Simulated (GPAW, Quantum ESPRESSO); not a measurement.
# C K-edge XANES of C (Diamond, Fd-3m), part 4 of 4

Do two independent programs agree on the C K edge of C (Diamond, Fd-3m)? The same cell and functional are run with XSpectra and with GPAW.

Quantum ESPRESSO 7.5 and GPAW 26.7.0; core-hole supercells, plane-wave PAW PBE.

So far. Step 12 (Ground state of the crystal (GPAW)): The mesh shows a gap of 4.15 eV, so the hole is first treated in a charged cell, without the excited electron. Step 13 (Spectrum without a core hole, C atom 1 (GPAW)): Main maxima below 20 eV (height): 4.2 eV (1.55), 5.0 eV (1.55), 7.1 eV (1.29), 9.7 eV (1.71) and 18.1 eV (1.29). 

## (15) Spectrum with FCH, C atom 1 (GPAW)

Level of this step: X-ray absorption from dipole matrix elements to empty bands, plane-wave PAW PBE (GPAW).

The holes are 6.2 Å apart. The excited electron is left out and a uniform background balances the charge. After the field has converged, empty bands are computed with the density fixed and the dipole matrix elements are summed.

Contents of xas.py:

```python
import numpy as np
from ase import Atoms
from ase.parallel import parprint, paropen
from gpaw import GPAW, PW, FermiDirac, Mixer, MixerDif, setup_paths
from gpaw.test import gen
setup_paths.insert(0, '.')
gen('C', name='fch1s', xcname='PBE', corehole=(1, 0, 1), write_xml=True)
from gpaw.mpi import world
world.barrier()

atoms = Atoms('C32',
    cell=[[3.56674, 3.56674, 3.56674],
     [3.56674, -3.56674, 3.56674],
     [3.56674, -3.56674, -3.56674]],
    scaled_positions=[[0.75, 0, 0],
     [0, 0.25, 0],
     [0.75, 0.25, 0.25],
     [0.5, 0, 0.25],
     [0.25, 0.5, 0],
     [0.25, 0, 0.5],
     [0, 0.5, 0.25],
     [0.5, 0.75, 0],
     [0, 0, 0.75],
     [0.75, 0.5, 0.5],
     [0.5, 0.25, 0.5],
     [0.25, 0.75, 0.25],
     [0.25, 0.25, 0.75],
     [0, 0.75, 0.5],
     [0.75, 0.75, 0.75],
     [0.5, 0.5, 0.75],
     [0.5, 0, 0],
     [0.75, 0.25, 0],
     [0.5, 0.25, 0.25],
     [0.25, 0, 0.25],
     [0, 0.5, 0],
     [0, 0, 0.5],
     [0.75, 0.5, 0.25],
     [0.25, 0.75, 0],
     [0.75, 0, 0.75],
     [0.5, 0.5, 0.5],
     [0.25, 0.25, 0.5],
     [0, 0.75, 0.25],
     [0, 0.25, 0.75],
     [0.75, 0.75, 0.5],
     [0.5, 0.75, 0.75],
     [0.25, 0.5, 0.75]],
    pbc=True)
atoms.calc = calc = GPAW(legacy_gpaw=True, mode=PW(500, force_complex_dtype=True), xc='PBE', setups={0: 'fch1s'},
    kpts={'size': (4, 4, 4), 'gamma': True}, occupations=FermiDirac(0.02),
    charge=0, mixer=Mixer(0.1, 5, 50), maxiter=150,
    convergence={'density': 0.0001, 'eigenstates': 1e-6}, txt='scf.txt')
energy = atoms.get_potential_energy() + calc.get_reference_energy()
ef = calc.get_fermi_level()
out = dict(energy=energy, fermi=ef, forces=atoms.get_forces().tolist())
parprint(f'all-electron energy {energy:.4f} eV, Fermi level {ef:.4f} eV')
ev = np.array([[calc.get_eigenvalues(k, s) for k in range(len(calc.get_ibz_k_points()))] for s in range(calc.get_number_of_spins())])
out['homo'], out['lumo'], out['counts'] = ev[ev < ef].max(), ev[ev > ef].min(), sorted(set((ev < ef).sum((0, 2)).tolist()))
out['filled'] = (ev[:, 0] < ef).sum(1).tolist()

from ase.units import Ha
from gpaw.xas import dipole_matrix_elements
nb = int(calc.get_number_of_electrons() / 2) + 111
top, nb = nb, nb + 8 + nb // 12
nscf = calc.fixed_density(kpts={'size': (5, 5, 5), 'gamma': True}, nbands=nb,
    convergence={'bands': top, 'eigenstates': 5e-3}, maxiter=60, txt='nscf.txt')
cell = atoms.cell.array
ops = [cell.T @ U.T @ np.linalg.inv(cell.T) for U in nscf.wfs.kd.symmetry.op_scc]
filled = [64]  # bands filled in the ground state, by spin
E = np.arange(-6, 34, 0.1)
fwhm = np.interp(E, [4, 25], [0.9, 3.5])
Y, X, zero, highest = 0, 0, 1e9, 1e9
for spin in range(nscf.get_number_of_spins()):
    wfs = nscf.wfs
    mine = wfs.bd.get_slice()  # this rank's bands
    A = dipole_matrix_elements(wfs.setups[0])
    eps = np.zeros((wfs.kd.nibzkpts, nb))
    d = np.zeros((3, A.shape[1], wfs.kd.nibzkpts, nb), complex)
    for kpt in wfs.kpt_u:
        if kpt.s == spin and 0 in kpt.P_ani:
            eps[kpt.k, mine] = kpt.eps_n * Ha
            d[:, :, kpt.k, mine] = (kpt.weight * wfs.nspins / 2) ** 0.5 * np.inner(A, kpt.P_ani[0])
    world.sum(eps)
    world.sum(d)
    T = np.einsum('amkn,bmkn->abkn', d, d.conj()).real
    T = sum(np.einsum('ai,ijkn,bj->abkn', R, T, R) for R in ops) / len(ops)
    empty = np.ones_like(eps, bool) & (np.arange(nb) >= filled[spin])
    zero, highest = min(zero, eps[empty].min()), min(highest, eps[:, top - 1].min())
    lines = [(eps, T, empty)] if spin == 0 else lines + [(eps, T, empty)]
for eps, T, empty in lines:
    f = np.einsum('aakn->akn', T).reshape(3, -1)
    x = eps.ravel() - zero
    w = np.interp(x, E, fwhm) / 2.35482
    g = np.exp(-0.5 * ((E[:, None] - x) / w) ** 2) / (w * (2 * np.pi) ** 0.5)
    Y = Y + (f * empty.ravel()) @ g.T
    X = X + (f * ~empty.ravel()) @ g.T
out.update(E=E.round(2).tolist(), xas=Y.tolist(), xes=X.tolist(), zero=zero, valid=highest - zero, nk=len(eps), nb=nb)
for i in range(0, len(E), 10):
    parprint(f'{E[i]:7.2f}', *(f'{v:10.3e}' for v in Y[:, i]))
import json
with paropen('out.json', 'w') as f:
    json.dump(out, f)
```

Started as:

```
> OMP_NUM_THREADS=1 mpirun -n 4 gpaw python xas.py
```

Numbers of over 12 decimals in the logs are rounded to 6 here.

What it wrote:

```text
Input parameters:
  convergence: {density: 0.0001,
                eigenstates: 1e-06}
  kpts: {gamma: True,
         size: (4, 4, 4)}
  maxiter: 150
  mixer: {backend: pulay,
          beta: 0.1,
          method: separate,
          nmaxold: 5,
          weight: 50}
  mode: {ecut: 500.0,
         force_complex_dtype: True,
         name: pw}
  occupations: {fixmagmom: False,
                name: fermi-dirac,
                width: 0.02}
  setups: {0: fch1s}
  xc: PBE

Initialize ...

[... PAW data sets ...]

Reference energy: -32579.727814  # eV

Spin-paired calculation

[... convergence settings ...]
Symmetries present (total): 6
  [... symmetry matrices ...]

64 k-points: 4 x 4 x 4 Monkhorst-Pack grid + [1/8,1/8,1/8]
13 k-points in the irreducible part of the Brillouin zone
       k-points in crystal coordinates                weights
   0:     0.00000000    0.00000000    0.00000000          1/64
   1:     0.00000000    0.25000000    0.25000000          6/64
   2:     0.00000000    0.50000000    0.25000000          6/64
   3:     0.00000000    0.50000000    0.50000000          3/64
   4:     0.25000000   -0.25000000    0.25000000          2/64
   5:     0.25000000    0.25000000    0.00000000          6/64
   6:     0.25000000    0.25000000    0.25000000          6/64
   7:     0.25000000    0.50000000    0.25000000         12/64
   8:     0.25000000    0.50000000    0.50000000          6/64
   9:     0.50000000    0.25000000    0.00000000          6/64
          ...
  12:     0.50000000    0.50000000    0.50000000          1/64

Wave functions: Plane wave expansion
  Cutoff energy: 500.000 eV
  Number of coefficients (min, max): 4561, 4664
  Pulay-stress correction: 0.000000 eV/Ang^3 (de/decut=0.000000)
  Using FFTW library
  Wavefunction extrapolation:
    Improved wavefunction reuse through dual PAW basis

Occupation numbers: Fermi-Dirac:
  width: 0.0200  # eV

Eigensolver
   Davidson(niter=2)

Densities:
  Coarse grid: 32*32*32 grid
  Fine grid: 64*64*64 grid
  Total Charge: 1.000000

Density mixing:
  Method: separate
  Backend: pulay
  Linear mixing parameter: 0.1
  old densities: 5
  Width of damping distribution: 1.1
  Damping of long wavelength oscillations: 50

[... Hamiltonian set-up ...]
Number of atoms: 32
Number of atomic orbitals: 128
Number of bands in calculation: 81
Number of valence electrons: 128
Bands to converge: occupied

... initialized

Initializing position-dependent things.

Density initialized from atomic densities
Creating initial wave functions:
  81 bands from LCAO basis set

                  C
                C C
                   C C
             CCC      C C
               CCC        C
           C        C
         C  C C   C  C C
             C C     C
              C C C
           C     C

             CC

Atomic positions and initial magnetic moments

Positions:
   0 C      2.675055    2.675055    2.675055    ( 0.0000,  0.0000,  0.0000)
   1 C      0.891685   -0.891685    0.891685    ( 0.0000,  0.0000,  0.0000)
   2 C      4.458425    0.891685    2.675055    ( 0.0000,  0.0000,  0.0000)
   3 C      2.675055    0.891685    0.891685    ( 0.0000,  0.0000,  0.0000)
   4 C      2.675055   -0.891685    2.675055    ( 0.0000,  0.0000,  0.0000)
   5 C      2.675055   -0.891685   -0.891685    ( 0.0000,  0.0000,  0.0000)
   6 C      2.675055   -2.675055    0.891685    ( 0.0000,  0.0000,  0.0000)
[...]
29 C      7.133480   -1.783370    3.566740    ( 0.0000,  0.0000,  0.0000)
  30 C      7.133480   -3.566740    1.783370    ( 0.0000,  0.0000,  0.0000)
  31 C      5.350110   -3.566740    0.000000    ( 0.0000,  0.0000,  0.0000)

Unit cell:
           periodic     x           y           z      points  spacing
  1. axis:    yes    3.566740    3.566740    3.566740    32     0.1576
  2. axis:    yes    3.566740   -3.566740    3.566740    32     0.1576
  3. axis:    yes    3.566740   -3.566740   -3.566740    32     0.1576

  Lengths:   6.177775   6.177775   6.177775
  Angles:   70.528779 109.471221  70.528779

Effective grid spacing dv^(1/3) = 0.1769

iter:   1  -328.044814
iter:   2  -323.838693   -1.74  -0.83
iter:   3  -317.993682   -0.98  -0.88
iter:   4  -316.754067   -2.06  -1.20
iter:   5  -316.866621   -2.21  -1.53
iter:   6  -316.838294   -3.08  -1.87
iter:   7  -316.775593   -3.04  -1.99
iter:   8  -316.775282c  -4.64  -2.99
iter:   9  -316.775510c  -3.87  -3.03
iter:  10  -316.773937c  -4.86  -3.04
iter:  11  -316.773908c  -5.19  -3.56
iter:  12  -316.773890c  -6.40c -3.69
iter:  13  -316.773889c  -7.43c -4.37c

Converged after 13 iterations.

Dipole moment: (0.179211, 0.179211, 0.179211) |e|*Ang

Energy contributions relative to reference atoms: (reference = -32579.727814)

Kinetic:       +232.454566
Potential:     -249.303865
External:        +0.000000
XC:            -300.305661
Entropy (-ST):   -0.000000
Local:           +0.381070
SIC:             +0.000000
--------------------------
Free energy:   -316.773889
Extrapolated:  -316.773889

Showing only first 2 kpts
 Kpt  Band  Eigenvalues  Occupancy
  0    62     11.96697    2.00000
  0    63     11.96697    2.00000
  0    64     16.32494    0.00000
  0    65     16.68693    0.00000

  1    62     10.93351    2.00000
  1    63     11.79811    2.00000
  1    64     16.57051    0.00000
[...]
Fermi level: 12.52351

Gap: 4.080 eV
Transition (v -> c):
  (s=0, k=0, n=63, [0.00, 0.00, 0.00]) -> (s=0, k=6, n=64, [0.25, 0.25, 0.25])
Direct/indirect transitions are different
Direct gap: 4.358 eV
Transition at: (s=0, k=0, n=63, [0.00, 0.00, 0.00])

Forces in eV/Ang:
  0 C     0.00005    0.00005    0.00005
  1 C    -0.14755    0.33673   -0.14755
  2 C    -0.14760    0.14771   -0.33663
  3 C     0.33674    0.14770    0.14770
  4 C     0.00005    0.00007    0.00005
  5 C     0.00007    0.00005    0.00005
  6 C    -0.33663   -0.14760    0.14771
[...]
29 C     0.00934   -0.00947    0.12300
 30 C     0.12300    0.00934   -0.00947
 31 C    -0.00947    0.12300    0.00934
Scalar-relativistic atomic PBE calculation for C (Carbon, Z=6)
Core hole in 1s state (1s occupation: 1.0)
300 radial gridpoints.
|------------------------------------------------|
|------------------------------------------------|
[... the atom generator's iteration count ...]

Energy contributions:
-------------------------
Kinetic:      +26.485384
XC:            -3.485579
Potential:    -49.578981
-------------------------
Total:        -26.579177

state      eigenvalue         ekin         rmax
-----------------------------------------------
1s^1.0 :   -12.360196    17.354082        0.168
2s^2.0 :    -1.099219     2.380344        1.061
2p^2.0 :    -0.784094     2.185307        0.924
-----------------------------------------------
(units: Bohr and Hartree)

Generating PAW setup
Kinetic energy of the core from tauc = 17.362309
Cutoffs:
rc(s)=1.200
rc(p)=1.200
rc(d)=1.200
rc(vbar)=1.080
rc(comp)=1.200
rc(nct)=1.200

Kinetic energy of the core states: 17.354082
Charge: 1.0
Core electrons: 1.0
Valence electrons: 4.0
Pseudo-core charge: 0.009353
Shape function alpha=6.944
Pseudo-electron charge 3.959458
state    eigenvalue         norm
--------------------------------
2s(2) :    -1.099219     1.082315
*s    :    -0.099219
2p(2) :    -0.784094     0.892738
*p    :     0.215906
*d    :     0.000000
--------------------------------

Diagonalizing with gridspacing h=0.050

state   all-electron     PAW
-------------------------------
2s:      -1.099219    -1.100079
2p:      -0.784094    -0.785584
*d:                   -0.070724
*f:                   -0.014625
-------------------------------
all-electron energy -32896.5017 eV, Fermi level 12.5235 eV
[...]
31.00  2.355e-05  2.355e-05  2.355e-05
  32.00  1.495e-05  1.495e-05  1.495e-05
  33.00  9.488e-06  9.488e-06  9.488e-06
```

Elapsed: 2.5 min, on 4 MPI ranks of Arm Neoverse V1, shared host; peak memory 0.56 GiB.

The C K spectrum, C atom 1, full core hole (charged cell) (energy from the lowest empty level; intensity scaled to a mean of 1 over the first 20 eV):

```csv
E (eV),intensity
-2.0,0.00
-1.5,0.00
-1.0,0.00
-0.5,0.04
0.0,0.27
0.5,0.89
1.0,2.15
1.5,3.46
2.0,2.86
2.5,1.68
3.0,1.93
3.5,2.46
4.0,1.78
4.5,1.02
5.0,0.88
5.5,0.92
6.0,0.92
6.5,0.99
7.0,1.01
7.5,1.03
8.0,1.09
8.5,1.05
9.0,0.93
9.5,0.84
10.0,0.76
10.5,0.63
11.0,0.49
11.5,0.36
12.0,0.26
12.5,0.19
13.0,0.19
13.5,0.25
14.0,0.38
14.5,0.54
15.0,0.71
15.5,0.84
16.0,0.92
16.5,0.92
17.0,0.87
17.5,0.79
18.0,0.71
18.5,0.63
19.0,0.55
19.5,0.48
20.0,0.40
20.5,0.33
```

Main maxima below 20 eV (height): 1.6 eV (3.50), 3.4 eV (2.46), 8.1 eV (1.09) and 16.3 eV (0.93). 

The hole costs E(hole) − E(ground) = 278.29 eV, and the lowest empty level of the hole cell on the spectrum's mesh lies at 16.08 eV, which puts the zero at 294.37 eV. With the free-atom term of -6.71 eV for this edge, the photon energy is 287.66 eV.

## (16) Excitation energy, C atom 1 (GPAW)

With the excited electron kept in the cell the system stays neutral, and the energy difference is an excitation energy by itself. In a small cell that electron takes up a good share of the lowest empty band, or all of one, which shifts the value from the true onset.

Changed against the first core-hole run: core hole to XCH, with the smearing that suits a partly filled band.

Contents of scf.py:

```python
import numpy as np
from ase import Atoms
from ase.parallel import parprint, paropen
from gpaw import GPAW, PW, FermiDirac, Mixer, MixerDif, setup_paths
from gpaw.test import gen
setup_paths.insert(0, '.')
gen('C', name='fch1s', xcname='PBE', corehole=(1, 0, 1), write_xml=True)
from gpaw.mpi import world
world.barrier()

atoms = Atoms('C32',
    cell=[[3.56674, 3.56674, 3.56674],
     [3.56674, -3.56674, 3.56674],
     [3.56674, -3.56674, -3.56674]],
    scaled_positions=[[0.75, 0, 0],
     [0, 0.25, 0],
     [0.75, 0.25, 0.25],
     [0.5, 0, 0.25],
     [0.25, 0.5, 0],
     [0.25, 0, 0.5],
     [0, 0.5, 0.25],
     [0.5, 0.75, 0],
     [0, 0, 0.75],
     [0.75, 0.5, 0.5],
     [0.5, 0.25, 0.5],
     [0.25, 0.75, 0.25],
     [0.25, 0.25, 0.75],
     [0, 0.75, 0.5],
     [0.75, 0.75, 0.75],
     [0.5, 0.5, 0.75],
     [0.5, 0, 0],
     [0.75, 0.25, 0],
     [0.5, 0.25, 0.25],
     [0.25, 0, 0.25],
     [0, 0.5, 0],
     [0, 0, 0.5],
     [0.75, 0.5, 0.25],
     [0.25, 0.75, 0],
     [0.75, 0, 0.75],
     [0.5, 0.5, 0.5],
     [0.25, 0.25, 0.5],
     [0, 0.75, 0.25],
     [0, 0.25, 0.75],
     [0.75, 0.75, 0.5],
     [0.5, 0.75, 0.75],
     [0.25, 0.5, 0.75]],
    pbc=True)
atoms.calc = calc = GPAW(legacy_gpaw=True, mode=PW(500, force_complex_dtype=True), xc='PBE', setups={0: 'fch1s'},
    kpts={'size': (4, 4, 4), 'gamma': True}, occupations=FermiDirac(0.04),
    charge=-1, mixer=Mixer(0.1, 5, 50), maxiter=150,
    convergence={'density': 0.0001, 'eigenstates': 1e-6}, txt='scf.txt')
energy = atoms.get_potential_energy() + calc.get_reference_energy()
ef = calc.get_fermi_level()
out = dict(energy=energy, fermi=ef, forces=atoms.get_forces().tolist())
parprint(f'all-electron energy {energy:.4f} eV, Fermi level {ef:.4f} eV')
ev = np.array([[calc.get_eigenvalues(k, s) for k in range(len(calc.get_ibz_k_points()))] for s in range(calc.get_number_of_spins())])
out['homo'], out['lumo'], out['counts'] = ev[ev < ef].max(), ev[ev > ef].min(), sorted(set((ev < ef).sum((0, 2)).tolist()))
out['filled'] = (ev[:, 0] < ef).sum(1).tolist()
import json
with paropen('out.json', 'w') as f:
    json.dump(out, f)
```

Started as:

```
> OMP_NUM_THREADS=1 mpirun -n 4 gpaw python scf.py
```

What it wrote:

```text
Input parameters:
  charge: -1
  convergence: {density: 0.0001,
                eigenstates: 1e-06}
  kpts: {gamma: True,
         size: (4, 4, 4)}
  maxiter: 150
  mixer: {backend: pulay,
          beta: 0.1,
          method: separate,
          nmaxold: 5,
          weight: 50}
  mode: {ecut: 500.0,
         force_complex_dtype: True,
         name: pw}
  occupations: {fixmagmom: False,
[...]
2s(2) :    -1.099219     1.082315
*s    :    -0.099219
2p(2) :    -0.784094     0.892738
*p    :     0.215906
*d    :     0.000000
--------------------------------

Diagonalizing with gridspacing h=0.050

state   all-electron     PAW
-------------------------------
2s:      -1.099219    -1.100079
2p:      -0.784094    -0.785584
*d:                   -0.070724
*f:                   -0.014625
-------------------------------
all-electron energy -32880.0724 eV, Fermi level 16.6278 eV
[key lines of the parts left out:]
Converged after 13 iterations.
Dipole moment: (0.155428, 0.155428, 0.155428) |e|*Ang
Free energy:   -300.359700
Fermi level: 16.62782
```

It took 53 s on 4 MPI ranks; peak memory 0.38 GiB.

The total-energy difference is 294.72 eV. With the free-atom term of -6.71 eV for this edge, the photon energy is 288.01 eV.

## (17) The two programs side by side

The line shapes differ (Lorentzian half width 0.4 eV up to 4 eV, rising linearly to 1.75 eV at 25 eV (not a setting of the program: the run's 0.4 eV curve was folded afterwards with a further Lorentzian above 4 eV), against Gaussian full width 0.9 eV up to 4 eV, rising linearly to 3.5 eV at 25 eV), so both get a further Gaussian of 1.5 eV full width before they are compared; the Lorentzian tails remain.

```csv
E (eV),XSpectra,GPAW
-2.00,0.11,0.00
-1.25,0.19,0.03
-0.50,0.42,0.21
0.25,0.99,0.86
1.00,1.89,2.00
1.75,2.41,2.58
2.50,2.24,2.25
3.25,2.06,2.03
4.00,1.76,1.68
4.75,1.33,1.15
5.50,1.10,0.95
6.25,1.05,0.96
7.00,1.05,1.01
7.75,1.03,1.04
8.50,0.98,1.00
9.25,0.87,0.89
10.00,0.75,0.74
10.75,0.61,0.56
11.50,0.49,0.38
12.25,0.40,0.26
13.00,0.38,0.24
13.75,0.44,0.35
14.50,0.55,0.54
15.25,0.66,0.75
16.00,0.72,0.87
16.75,0.72,0.87
17.50,0.66,0.78
18.25,0.58,0.67
19.00,0.50,0.55
19.75,0.42,0.45
20.50,0.35,0.37
```

```csv
,XSpectra,GPAW
k mesh of the spectrum,5×5×5,5×5×5
cutoff (eV),585,500
"highest intensity below 16 eV after the common broadening, eV (height)",1.8 (2.42),1.7 (2.58)
"zero, corrected photon energy (eV)",287.6,287.7
"core time, hole field and spectrum",14 min,10 min
```

## (18) What the core hole does

XSpectra's curves. Both curves are counted from their own zero, so only the shift of weight within the empty states shows.

```csv
E (eV),no hole,FCH
-2.0,0.04,0.09
-1.0,0.05,0.17
0.0,0.12,0.52
1.0,0.31,1.88
2.0,0.60,2.59
3.0,0.88,1.92
4.0,1.34,1.75
5.0,1.50,1.07
6.0,1.00,0.99
7.0,1.29,1.04
8.0,1.04,1.09
9.0,1.54,0.86
10.0,1.50,0.83
11.0,1.59,0.56
12.0,0.69,0.35
13.0,0.34,0.21
14.0,0.38,0.37
15.0,0.62,0.66
16.0,0.82,1.02
17.0,1.32,0.88
18.0,1.29,0.67
19.0,1.37,0.61
20.0,0.95,0.36
21.0,0.70,0.27
22.0,0.47,0.22
23.0,0.39,0.19
24.0,0.27,0.17
25.0,0.28,0.14
26.0,0.21,0.12
27.0,0.21,0.14
28.0,0.27,0.20
29.0,0.24,0.19
30.0,0.17,0.12
31.0,0.11,0.08
32.0,0.16,0.15
```

With each curve scaled to its own mean, the area from −2 to 6 eV with the hole is 10.6 against 5.2, and the centre of weight from −1 to 20 eV moves by -3.0 eV: the hole pulls the absorber's empty states down.

## (19) Outcome

```yaml
absorber_and_edge: C K, atom 1 of the ground-state input (counted from 1)
surroundings: 4 C at 1.54 Å (tetrahedral, site symmetry -43m)
highest_intensity_below_16_ev_xspectra_narrow_line: 1.6 eV above the zero, height 2.98
photon_energy_of_the_zero_with_the_added_terms: 287.6 eV (raw 294.3 eV; uncertain by a few eV)
```

The two programs agree closely: 9 % r.m.s. remains over the first 14 eV after a relative shift of 0.0 eV, and their photon-energy zeros differ by 0.0 eV. In XSpectra the C K edge of atom 1, with 4 C at 1.54 Å (tetrahedral, site symmetry -43m), has its highest intensity of the first 16 eV at 1.6 eV above the zero, near 289 eV in photon energy (uncertain by a few eV), 3.0 times the mean level of the first 20 eV (Lorentzian half width 0.4 eV). In XSpectra: With each curve scaled to its own mean, the area from −2 to 6 eV with the hole is 10.6 against 5.2, and the centre of weight from −1 to 20 eV moves by -3.0 eV: the hole pulls the absorber's empty states down. In GPAW: With each curve scaled to its own mean, the area from −2 to 6 eV with the hole is 10.4 against 5.2, and the centre of weight from −1 to 20 eV moves by -3.0 eV: the hole pulls the absorber's empty states down. In XSpectra the neutral-cell energy lies +0.4 eV from the charged-cell zero, a gap made of the charged-cell error and of where the added electron settles. In GPAW the neutral-cell energy lies +0.3 eV from the charged-cell zero, a gap made of the charged-cell error and of where the added electron settles. The holes are only 6.2 Å apart, so the shape is probably not converged with cell size; no larger cell was run here. The structure is a published determination, not relaxed.

[Banner, clock and machine lines of the logs are left out without a mark of their own.]

[Logs are printed without paths, hosts, clocks, repeated set-up lines and the standing remarks that a program may print on its own settings, such as how far it seeks lower states.]

[Hosts, paths, dates, database ids (printed as entryN), source tags and the programs' standing remarks are cut or masked in the printed files.]

[Lists of maxima count a maximum above −3 eV only where it reaches 4 % of the highest in the window and stands out from its surroundings by 2 % of it (1.5 % where it reaches 55 %); shoulders and weaker maxima are passed over, and of the rest the first, up to two pre-edge ones and the few strongest are named.]
